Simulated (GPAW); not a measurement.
Computed results, one entry a study.

### How the form of the self-energy moves the gap of CdWO4 (P2/c)

It takes space group P2/c (No. 13, monoclinic). The conventional cell has a = 5.040 Å, b = 5.870 Å, c = 5.084 Å, α = 90.00°, β = 91.48°, γ = 90.00°. Nearest to Cd lie 6 O at 2.20 to 2.43 Å. W has 6 O at 1.78 to 2.15 Å nearest. O has 2 W at 1.92 to 2.15 Å and 1 Cd at 2.20 Å nearest. Nearest to O lie 1 W at 1.78 Å and 2 Cd at 2.28 to 2.43 Å. Farther neighbours and most contacts between anions are not listed.

```xyz
12
Lattice="5.0400 0.0000 0.0000 0.0000 5.8701 0.0000 -0.1310 0.0000 5.0824" Properties=species:S:1:pos:R:3 pbc="T T T"
Cd    2.4873    4.0932    1.2706
Cd    2.4218    1.7769    3.8118
W    -0.0327    1.0481    1.2706
W    -0.0982    4.8220    3.8118
O     0.8926    0.5606    4.8303
O     3.9510    0.5606    2.7933
O     4.0164    5.3095    0.2521
O     0.9581    5.3095    2.2891
O     1.1694    2.1737    1.9511
O     3.8051    2.1737    0.5901
O     3.7396    3.6964    3.1313
O     1.1039    3.6964    4.4923
```

```yaml
method: DFT, LDA, plane waves, PAW (and 3 further levels or steps)
program: GPAW 26.7.0
settings_of_one_run: cutoff 600 eV, GPAW PAW setups 1.2.1 data release, 4×2×4 k-mesh, nbands 516
cost: 6 runs, 1.6 h in all on 8 MPI ranks of Arm Neoverse V1, shared host (the runs of this entry)
notes: The cell and positions come from the Crystallography Open Database and are kept as given unless a step says otherwise. Limits: no spin-orbit coupling. Against experiment, by G0W0, Godby-Needs plasmon pole: the direct gap of 4.71 eV lies +0.56 eV from the measured 4.15 eV (direct, 300 K, 2008). An exciton line or allowed optical edge lies below the quasiparticle gap by the binding energy; a forbidden edge can push the onset above it. These are gaps on the mesh, at modest bands and cutoff. The calculation has static nuclei and no excitons; a measured gap holds zero-point and thermal motion, which mostly lowers it. With atoms this heavy the missing spin-orbit coupling can matter too. Bands and cutoff are finite, so the gap is not at the basis limit. The miss can reach some tenths of an eV and take either sign; the mesh is an error of its own. The program warns of a poor linear fit in the extrapolation of some level, so the extrapolated values are rough. The 4×2×4 mesh is coarse for this cell, which bears on the long-range parts of exchange and screening.
g0w0_godby_needs_plasmon_pole: 4.707 eV
one_shot_hse06: 5.021 eV
g0w0_extrapolated_in_the_cutoff: 4.833 eV
one_shot_pbe0: 5.705 eV
g0w0_full_frequency_hilbert_transform: 4.655 eV
known_limits: not at the basis limit; d shell near the gap, gap tends to lie low; no spin-orbit coupling; coarse k mesh
```

One-shot HSE06: +0.314 eV against G0W0, Godby-Needs plasmon pole. G0W0, extrapolated in the cutoff: +0.127 eV against G0W0, Godby-Needs plasmon pole, at other bands or cutoff, so not like for like.

[Paths, hosts, dates, memory and timing lines, banners, echoed tables and standing remarks are left out of the program output.]

[Logs are printed without paths, hosts, clocks, repeated set-up lines and the standing remarks that a program may print on its own settings, such as how far it seeks lower states.]

[Runs of the session that timed out or met a known fault of the program may be left out.]

[Hosts, paths, dates, database ids (printed as entryN), source tags and the programs' standing remarks are cut or masked in the printed files.]
